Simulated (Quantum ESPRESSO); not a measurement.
## λ and ρ(T) of Os (P6_3/mmc) from pw.x, ph.x and EPW

Aim: the electron–phonon coupling and the phonon-limited resistivity of Os (P6_3/mmc), by Wannier interpolation to fine meshes.

Calculated with Quantum ESPRESSO 7.5; DFT LDA, scalar-relativistic, plane waves, PseudoDojo 0.4.1 norm-conserving pseudopotentials.

Experimental background.

“List of superconductors” (2026, Wikipedia's table of superconducting elements, as read in December) quotes from earlier work for Os (bulk crystal): superconducting transition temperature (bulk, normal pressure) 0.65 K.

Report form: the programs' logs are mostly left out.

## 1. Starting point

It takes space group P6_3/mmc (No. 194, hexagonal). Conventional cell: a = 2.734 Å, b = 2.734 Å, c = 4.320 Å, α = 90.00°, β = 90.00°, γ = 120.00°. Os has 12 Os at 2.68 to 2.73 Å nearest.

## 2. Relaxation

The cell is relaxed under the functional used for all that follows.

File relax.in:

```
 &control
    calculation='vc-relax',
    prefix='x',
    outdir='./tmp',
    pseudo_dir='./pseudo',
    tprnfor=.true.,
    tstress=.true.,
    etot_conv_thr=1.0d-05,
    forc_conv_thr=4.0d-04,
 /
 &system
    ibrav=0,
    nat=2,
    ntyp=1,
    ecutwfc=74.0,
    occupations='smearing',
    smearing='mv',
    degauss=0.02,
 /
 &electrons
    conv_thr=1.0d-11,
 /
 &ions
 /
 &cell
    press_conv_thr=0.4,
 /
ATOMIC_SPECIES
 Os    190.2300  Os.upf
CELL_PARAMETERS angstrom
     2.734100000    0.000000000    0.000000000
    -1.367050000    2.367800056    0.000000000
     0.000000000    0.000000000    4.319700000
ATOMIC_POSITIONS crystal
 Os     0.333333333   0.666666667   0.250000000
 Os     0.666666667   0.333333333   0.750000000
K_POINTS automatic
 9 9 6 0 0 0
```

Launch:

```bash
OMP_NUM_THREADS=1 mpirun -n 8 pw.x -nk 8 -in relax.in > relax.out
```

Wall time 17 s (8 MPI ranks of Arm Neoverse V1, shared host).

Numbers from this step:

```
free energy     : -5511.7463 eV
pressure        : 0.005333 GPa
volume per atom : 13.66 Å³/atom
```

The volume ends at 13.66 Å³ an atom, -2.3 % from the start.

## 3. Ground state

Linear response needs a tightly converged ground state.

File scf.in:

```
 &control
    calculation='scf',
    prefix='x',
    outdir='./tmp',
    pseudo_dir='./pseudo',
    tprnfor=.true.,
    tstress=.true.,
 /
 &system
    ibrav=0,
    nat=2,
    ntyp=1,
    ecutwfc=74.0,
    occupations='smearing',
    smearing='mv',
    degauss=0.02,
 /
 &electrons
    conv_thr=1.0d-12,
 /
ATOMIC_SPECIES
 Os    190.2300  Os.upf
CELL_PARAMETERS angstrom
     2.710917400    0.000000000    0.000000000
    -1.355458700    2.347723300    0.000000000
     0.000000000    0.000000000    4.292306700
ATOMIC_POSITIONS crystal
 Os     0.333333300   0.666666700   0.250000000
 Os     0.666666700   0.333333300   0.750000000
K_POINTS automatic
 9 9 6 0 0 0
```

Launch:

```bash
OMP_NUM_THREADS=1 mpirun -n 8 pw.x -nk 8 -in scf.in > scf.out
```

The job ended after 4.8 s (8 MPI ranks).

Numbers from this step:

| Property | Result |
| --- | --- |
| Fermi energy | 26.65 eV |

The Fermi level lies at 26.65 eV and the pressure is 0.0053 GPa.

## 4. Phonons on the coarse mesh

ph.x gives the dynamical matrices and the changes of the potential on a coarse q mesh, which EPW interpolates.

File ph.in:

```
phonons
 &inputph
    prefix='x',
    outdir='./tmp',
    tr2_ph=1.0d-14,
    fildyn='x.dyn',
    fildvscf='dvscf',
    ldisp=.true.,
    nq1=3,
    nq2=3,
    nq3=2,
    alpha_mix(1)=0.5,
    amass(1)=190.23,
 /
```

Launch:

```bash
OMP_NUM_THREADS=1 mpirun -n 8 ph.x -nk 8 -in ph.in > ph.out
```

It took 15 min on 8 MPI ranks; 2.1 h of CPU time.

Numbers from this step:

```yaml
lowest_frequency_off_the_zone_centre: 115.1 cm⁻¹
largest_magnitude_of_the_acoustic_modes_at_the_zone_centre_before_the_sum_rule: 2.140 cm⁻¹
```

Frequencies at the irreducible wavevectors:

```
    q1      q2    q3  star  mode 1 (cm⁻¹)  mode 2 (cm⁻¹)  mode 3 (cm⁻¹)  mode 4 (cm⁻¹)  mode 5 (cm⁻¹)  mode 6 (cm⁻¹)
     0       0     0     1           -2.1           -2.1            1.1          159.9          159.9            233
     0       0  -0.5     1          119.5          119.5          119.5          119.5          179.7          179.7
     0  0.3333     0     6          115.1          131.1            171          189.5          190.6          206.6
     0  0.3333  -0.5     6          143.7          143.7          165.1          165.1          224.8          224.8
0.3333  0.3333     0     2          145.1          145.1          186.8          187.6          187.6          236.1
0.3333  0.3333  -0.5     2          159.1          159.1          200.4          200.4          213.4          213.4
```

The lowest mode off the zone centre lies at 115 cm⁻¹ and the highest of all solved modes at 236 cm⁻¹, so the solved wavevectors are stable. The acoustic modes at the centre lie within 2.1 cm⁻¹ of zero before the sum rule is imposed.

## 5. Bands for the check

Bands on a path serve later as the test of the Wannier interpolation; inside the frozen window, points that lie on the coarse mesh match by construction, and those between them test it.

File bands.in:

```
 &control
    calculation='bands',
    prefix='x',
    outdir='./tmp',
    pseudo_dir='./pseudo',
    verbosity='high',
 /
 &system
    ibrav=0,
    nat=2,
    ntyp=1,
    ecutwfc=74.0,
    occupations='smearing',
    smearing='mv',
    degauss=0.02,
    nbnd=58,
 /
 &electrons
    conv_thr=1.0d-10,
 /
ATOMIC_SPECIES
 Os    190.2300  Os.upf
CELL_PARAMETERS angstrom
     2.710917400    0.000000000    0.000000000
    -1.355458700    2.347723300    0.000000000
     0.000000000    0.000000000    4.292306700
ATOMIC_POSITIONS crystal
 Os     0.333333300   0.666666700   0.250000000
 Os     0.666666700   0.333333300   0.750000000
K_POINTS crystal
50
 0.00000000 0.00000000 0.00000000 0.02000000
 0.04166667 -0.00000000 0.00000000 0.02000000
 0.08333333 -0.00000000 0.00000000 0.02000000
 0.12500000 -0.00000000 0.00000000 0.02000000
[the list of k-points goes on]
```

Launch:

```bash
OMP_NUM_THREADS=1 mpirun -n 8 pw.x -nk 8 -in bands.in > bands.out
```

The job ended after 11 s (8 MPI ranks; 85 s of CPU time).

## 6. States on the coarse mesh

Wannier functions need the states on a full uniform k mesh, and the couplings need it to be a multiple of the q mesh.

File nscf.in:

```
 &control
    calculation='nscf',
    prefix='x',
    outdir='./tmp',
    pseudo_dir='./pseudo',
    verbosity='high',
 /
 &system
    ibrav=0,
    nat=2,
    ntyp=1,
    ecutwfc=74.0,
    occupations='smearing',
    smearing='mv',
    degauss=0.02,
    nbnd=58,
 /
 &electrons
    conv_thr=1.0d-11,
 /
ATOMIC_SPECIES
 Os    190.2300  Os.upf
CELL_PARAMETERS angstrom
     2.710917400    0.000000000    0.000000000
    -1.355458700    2.347723300    0.000000000
     0.000000000    0.000000000    4.292306700
ATOMIC_POSITIONS crystal
 Os     0.333333300   0.666666700   0.250000000
 Os     0.666666700   0.333333300   0.750000000
K_POINTS crystal
486
 0.00000000 0.00000000 0.00000000 0.00205761
 0.00000000 0.00000000 0.16666667 0.00205761
 0.00000000 0.00000000 0.33333333 0.00205761
 0.00000000 0.00000000 0.50000000 0.00205761
[the list of k-points goes on]
```

Launch:

```bash
OMP_NUM_THREADS=1 mpirun -n 8 pw.x -nk 8 -in nscf.in > nscf.out
```

Run time: 94 s. Hardware: 8 MPI ranks.

## 7. Wannier functions and couplings

Projections Os s, p, d start 18 Wannier functions; states up to 2.5 eV over the Fermi level are frozen, and the projected functions are kept without the localisation step. Hamiltonian, force constants and couplings go to real space.

File epw1.in:

```
--
 &inputepw
    prefix='x',
    outdir='./tmp',
    dvscf_dir='./save',
    elph=.true.,
    etf_mem=1,
    nbndsub=18,
    bands_skipped='exclude_bands = 1-8',
    use_ws=.true.,
    vme='wannier',
    asr_typ='crystal',
    nk1=9,
    nk2=9,
    nk3=6,
    nq1=3,
    nq2=3,
    nq3=2,
    amass(1)=190.23,
    epwwrite=.true.,
    epwread=.false.,
    wannierize=.true.,
    num_iter=0,
    dis_win_max=66.65,
    dis_froz_max=29.151,
    proj(1)='Os:s;p;d',
    wdata(1)='dis_num_iter = 600',
    wdata(2)='guiding_centres = .true.',
    wdata(3)='num_print_cycles = 50',
    wdata(4)='dis_mix_ratio = 0.7',
    band_plot=.true.,
    filkf='path.dat',
    filqf='path.dat',
    fsthick=100.0,
    efermi_read=.true.,
    fermi_energy=26.6505,
 /
```

Launch:

```bash
OMP_NUM_THREADS=1 mpirun -n 8 epw.x -nk 8 -in epw1.in > epw1.out
```

The job ended after 11 min (8 MPI ranks).

Numbers from this step:

| Property | Result |
| --- | --- |
| r.m.s. error of the interpolated bands from 2 eV under to 1 eV over the Fermi level | 4.4 meV |
| largest error in that range | 17.3 meV |
| lowest interpolated frequency on the path | 0 cm⁻¹ |

The electronic bands at the labelled points (eV, zero at the Fermi level; # counts the bands kept):

```
          point     #5     #6     #7     #8     #9    #10   #11   #12
              Γ  -2.95  -2.33  -2.33  -1.61  -1.61   0.05  1.74  1.74
        halfway  -3.19  -2.83  -2.02  -1.04  -0.82  -0.34  2.49  7.73
              M  -2.94  -2.67  -1.97   2.13   2.71   2.83  4.59  5.88
        halfway  -3.79  -2.93  -1.81   1.66   2.15   2.42  5.06  5.98
              K  -3.56  -3.56  -1.42   1.51   1.51   2.12  5.38  5.38
0.54 of the way  -3.33  -3.18  -1.79  -1.26  -0.51   0.40  2.34  8.34
              Γ  -2.95  -2.33  -2.33  -1.61  -1.61   0.05  1.74  1.74
        halfway  -3.36  -2.77  -2.77  -1.93  -0.64  -0.64  1.74  1.74
              A  -3.39  -3.39  -3.39  -3.39   0.92   0.92  0.92  0.92
        halfway  -3.25  -3.25  -1.93  -1.93   0.87   0.87  1.83  1.83
              L  -1.26  -1.26  -0.15  -0.15   2.48   2.48  3.42  3.42
```

The same for Wannier interpolation:

| point | #5 | #6 | #7 | #8 | #9 | #10 | #11 | #12 |
| --- | --- | --- | --- | --- | --- | --- | --- | --- |
| Γ | -2.95 | -2.33 | -2.33 | -1.61 | -1.61 | 0.05 | 1.74 | 1.74 |
| M | -2.95 | -2.68 | -1.97 | 2.13 | 2.71 | 2.84 | 4.62 | 5.97 |
| K | -3.56 | -3.56 | -1.42 | 1.51 | 1.51 | 2.12 | 5.46 | 5.46 |
| Γ | -2.95 | -2.33 | -2.33 | -1.61 | -1.61 | 0.05 | 1.74 | 1.74 |
| A | -3.39 | -3.39 | -3.39 | -3.39 | 0.92 | 0.92 | 0.92 | 0.92 |
| L | -1.26 | -1.26 | -0.17 | -0.17 | 2.48 | 2.48 | 3.47 | 3.47 |

The phonon branches at the labelled points (cm⁻¹):

| point | branch 1 | branch 2 | branch 3 | branch 4 | branch 5 | branch 6 |
| --- | --- | --- | --- | --- | --- | --- |
| Γ | 0 | 0 | 0 | 160 | 160 | 233 |
| halfway | 95 | 111 | 158 | 181 | 192 | 192 |
| M | 132 | 138 | 157 | 197 | 215 | 223 |
| halfway | 140 | 153 | 153 | 192 | 208 | 230 |
| K | 145 | 145 | 187 | 188 | 188 | 236 |
| 0.54 of the way | 106 | 116 | 158 | 187 | 189 | 192 |
| Γ | 0 | 0 | 0 | 160 | 160 | 233 |
| halfway | 67 | 67 | 103 | 150 | 150 | 221 |
| A | 120 | 120 | 120 | 120 | 180 | 180 |
| halfway | 134 | 134 | 154 | 154 | 213 | 213 |
| L | 155 | 155 | 174 | 174 | 234 | 234 |

Near the Fermi level the interpolated bands miss those of pw.x by 4 meV r.m.s. and 17 meV at most, each level matched to the nearest interpolated one; the r.m.s. value is under the 60 meV set for going on.

## 8. Coupling and Tc: fine k 16×16×8, q 8×8×4, width 0.15 eV, window 0.61 eV

The couplings are interpolated to a fine mesh near the Fermi level; their sum gives α²F and λ, and the linearised gap equation gives Tc.

File a2f-1.in:

```
--
 &inputepw
    prefix='x',
    outdir='./tmp',
    dvscf_dir='./save',
    elph=.true.,
    etf_mem=1,
    nbndsub=18,
    bands_skipped='exclude_bands = 1-8',
    use_ws=.true.,
    vme='wannier',
    asr_typ='crystal',
    nk1=9,
    nk2=9,
    nk3=6,
    nq1=3,
    nq2=3,
    nq3=2,
    amass(1)=190.23,
    epwwrite=.false.,
    epwread=.true.,
    wannierize=.false.,
    nkf1=16,
    nkf2=16,
    nkf3=8,
    nqf1=8,
    nqf2=8,
    nqf3=4,
    mp_mesh_k=.true.,
    ephwrite=.true.,
    eliashberg=.true.,
    liso=.true.,
    limag=.true.,
    tc_linear=.true.,
    tc_linear_solver='lapack',
    fsthick=0.61,
    degaussw=0.15,
    degaussq=0.5,
    nqstep=500,
    muc=0.13,
    wscut=0.3,
    nsiter=500,
    nstemp=7,
    temps=0.5 1.0 2.0 4.0 8.0 16.0 32.0,
 /
```

Launch:

```bash
OMP_NUM_THREADS=1 mpirun -n 8 epw.x -nk 8 -in a2f-1.in > a2f-1.out
```

It took 82 s on 8 MPI ranks; 11 min of CPU time.

Numbers from this step:

- coupling constant λ: 0.4105
- log mean phonon energy ħω_log: 19.31 meV
- density of states at the Fermi level: 0.3972 states/eV a spin and cell
- Fermi level on the fine mesh: 26.68 eV

The a2F has structure finer than the step of the table below, so its rows give means over 1 meV, whole bins alone (the curve runs from 0.064 to 31.8 meV). Peaks (meV: height): 17.2: 0.399, 19.5: 0.541, 23.6: 0.349, 26.7: 0.343.

A2F against phonon energy; means over each step:

phonon energy (meV), a2F and a bar:
```
        4      0.000 
        5      0.001 
        6      0.023 ##
        7      0.012 #
        8      0.011 #
        9      0.007 
       10      0.030 ##
       11      0.055 ####
       12      0.024 ##
       13      0.027 ##
       14      0.073 #####
       15      0.048 ###
       16      0.124 #########
       17      0.340 #######################
       18      0.285 ####################
       19      0.435 ##############################
       20      0.407 ############################
       21      0.301 #####################
       22      0.280 ###################
       23      0.293 ####################
       24      0.250 #################
       25      0.180 ############
       26      0.261 ##################
       27      0.322 ######################
       28      0.244 #################
       29      0.085 ######
       30      0.004 
       31      0.000
```

λ = 0.410 and ħω_log = 19.3 meV. The eigenvalue passes 1 near 1.1 K.

## 9. Resistivity: fine k 20×20×10, q 10×10×5, adaptive width, window 0.32 eV

The Boltzmann equation is solved by iteration on a fine mesh; only states within the window around the Fermi level enter.

File bte-1.in:

```
--
 &inputepw
    prefix='x',
    outdir='./tmp',
    dvscf_dir='./save',
    elph=.true.,
    etf_mem=1,
    nbndsub=18,
    bands_skipped='exclude_bands = 1-8',
    use_ws=.true.,
    vme='wannier',
    asr_typ='crystal',
    nk1=9,
    nk2=9,
    nk3=6,
    nq1=3,
    nq2=3,
    nq3=2,
    amass(1)=190.23,
    epwwrite=.false.,
    epwread=.true.,
    wannierize=.false.,
    nkf1=20,
    nkf2=20,
    nkf3=10,
    nqf1=10,
    nqf2=10,
    nqf3=5,
    mp_mesh_k=.true.,
    scattering=.true.,
    iterative_bte=.true.,
    epmatkqread=.false.,
    assume_metal=.true.,
    int_mob=.false.,
    carrier=.false.,
    ngaussw=-99,
    mob_maxiter=200,
    broyden_beta=0.7,
    fsthick=0.32,
    degaussw=0.0,
    nstemp=6,
    temps=150 200 273 300 400 500,
    restart=.false.,
    selecqread=.false.,
 /
```

Launch:

```bash
OMP_NUM_THREADS=1 mpirun -n 8 epw.x -nk 8 -in bte-1.in > bte-1.out
```

It took 2.1 min on 8 MPI ranks; 17 min of CPU time.

Numbers from this step:

```
iterations           : 21
resistivity at 300 K : 9.777 μΩ cm
```

Resistivity, by row:

| T (K) | rho_xx (μΩ cm) | rho_yy | rho_zz | relaxation-time approximation, mean of the axes (μΩ cm) |
| --- | --- | --- | --- | --- |
| 150 | 5.705 | 5.705 | 6.339 | 5.246 |
| 200 | 7.343 | 7.343 | 7.39 | 6.543 |
| 273 | 9.312 | 9.312 | 8.831 | 8.211 |
| 300 | 9.978 | 9.978 | 9.374 | 8.792 |
| 400 | 12.18 | 12.18 | 11.25 | 10.71 |
| 500 | 14 | 14 | 12.8 | 12.26 |

ρ(300 K) = 9.78 μΩ cm, mean of the axes; the relaxation-time start gave 8.79. One mesh does not show convergence. The largest adaptive width printed is 0.58 eV, against a window of 0.32 eV outside which no state is counted.

## 10. Resistivity, input with a fault, fine q mesh 8×8×4, fine mesh 8×8×4

A variant of the settings follows.

bad.in, as its differences from bte-1.in of step 9:

```diff
@@ -22,8 +22,8 @@
     wannierize=.false.,
-    nkf1=20,
-    nkf2=20,
-    nkf3=10,
-    nqf1=10,
-    nqf2=10,
-    nqf3=5,
+    nkf1=8,
+    nkf2=8,
+    nkf3=4,
+    nqf1=8,
+    nqf2=8,
+    nqf3=4,
     mp_mesh_k=.true.,
```

Launch:

```bash
OMP_NUM_THREADS=1 mpirun -n 8 epw.x -nk 8 -in bad.in > bad.out
```

It took 36 s on 8 MPI ranks; 4.7 min of CPU time.

Numbers from this step:

```
iterations           : 22
resistivity at 300 K : 10.43 μΩ cm
```

Resistivity, by row:

```
T (K)  rho_xx (μΩ cm)  rho_yy  rho_zz  relaxation-time approximation, mean of the axes (μΩ cm)
  150            4.55    4.55   1.147                                                     3.01
  200           7.343   7.343   1.876                                                    4.892
  273           12.02   12.02   3.125                                                     8.05
  300           13.84   13.84   3.611                                                    9.278
  400           21.02   21.02   5.319                                                    14.03
  500           28.63   28.63   6.574                                                    18.88
```

This input has a fine mesh far too coarse, and its ρ(300 K) = 10.4 μΩ cm is no result.

Between step 9 and this run (fine q mesh 8×8×4 and fine mesh 8×8×4) the value for the resistivity at 300 K moves from 9.78 μΩ cm to 10.4 μΩ cm (+7 %).

## 11. Coupling and Tc: fine k 26×26×14, q 13×13×7, width 0.1 eV, window 0.41 eV

The sum is repeated with other meshes, delta width and window to test it.

File a2f-2.in:

```
--
 &inputepw
    prefix='x',
    outdir='./tmp',
    dvscf_dir='./save',
    elph=.true.,
    etf_mem=1,
    nbndsub=18,
    bands_skipped='exclude_bands = 1-8',
    use_ws=.true.,
    vme='wannier',
    asr_typ='crystal',
    nk1=9,
    nk2=9,
    nk3=6,
    nq1=3,
    nq2=3,
    nq3=2,
    amass(1)=190.23,
    epwwrite=.false.,
    epwread=.true.,
    wannierize=.false.,
    nkf1=26,
    nkf2=26,
    nkf3=14,
    nqf1=13,
    nqf2=13,
    nqf3=7,
    mp_mesh_k=.true.,
    ephwrite=.true.,
    eliashberg=.true.,
    liso=.true.,
    limag=.true.,
    tc_linear=.true.,
    tc_linear_solver='lapack',
    fsthick=0.41,
    degaussw=0.1,
    degaussq=0.5,
    nqstep=500,
    muc=0.13,
    wscut=0.3,
    nsiter=500,
    nstemp=7,
    temps=0.5 1.0 2.0 4.0 8.0 16.0 32.0,
 /
```

Launch:

```bash
OMP_NUM_THREADS=1 mpirun -n 8 epw.x -nk 8 -in a2f-2.in > a2f-2.out
```

Wall time 6.5 min (8 MPI ranks).

This step gave:

```yaml
coupling_constant_lambda: 0.4074
log_mean_phonon_energy_omega_log: 20.11 meV
density_of_states_at_the_fermi_level: 0.5305 states/eV a spin and cell
fermi_level_on_the_fine_mesh: 26.64 eV
```

The a2F has structure finer than the step of the table below, so its rows give means over 1 meV, whole bins alone (the curve runs from 0.064 to 31.9 meV). Peaks (meV: height): 17.3: 0.421, 19.3: 0.579, 23.2: 0.369, 27.0: 0.363.

A2F against phonon energy; means over each step:

| phonon energy (meV) | a2F |
| --- | --- |
| 2 | 0 |
| 3 | 5.3e-4 |
| 4 | 0.00307 |
| 5 | 0.00123 |
| 6 | 0.00399 |
| 7 | 0.00747 |
| 8 | 0.00557 |
| 9 | 0.00889 |
| 10 | 0.0169 |
| 11 | 0.0184 |
| 12 | 0.0197 |
| 13 | 0.0274 |
| 14 | 0.0418 |
| 15 | 0.0472 |
| 16 | 0.116 |
| 17 | 0.343 |
| 18 | 0.357 |
| 19 | 0.500 |
| 20 | 0.360 |
| 21 | 0.258 |
| 22 | 0.240 |
| 23 | 0.333 |
| 24 | 0.248 |
| 25 | 0.205 |
| 26 | 0.294 |
| 27 | 0.358 |
| 28 | 0.307 |
| 29 | 0.104 |
| 30 | 0.00429 |
| 31 | 0 |

λ = 0.407 and ħω_log = 20.1 meV, against 0.410 and 19.3 with fine k 16×16×8, q 8×8×4, width 0.15 eV (-1 % in λ). The eigenvalue passes 1 near 1.1 K.

[end of part 1 of 2]

[The logs of pw.x and epw.x are selected lines.]

[Logs are printed without paths, hosts, clocks, repeated set-up lines and the standing remarks that a program may print on its own settings, such as how far it seeks lower states.]

[Hosts, paths, dates, database ids (printed as entryN), source tags and the programs' standing remarks are cut or masked in the printed files.]
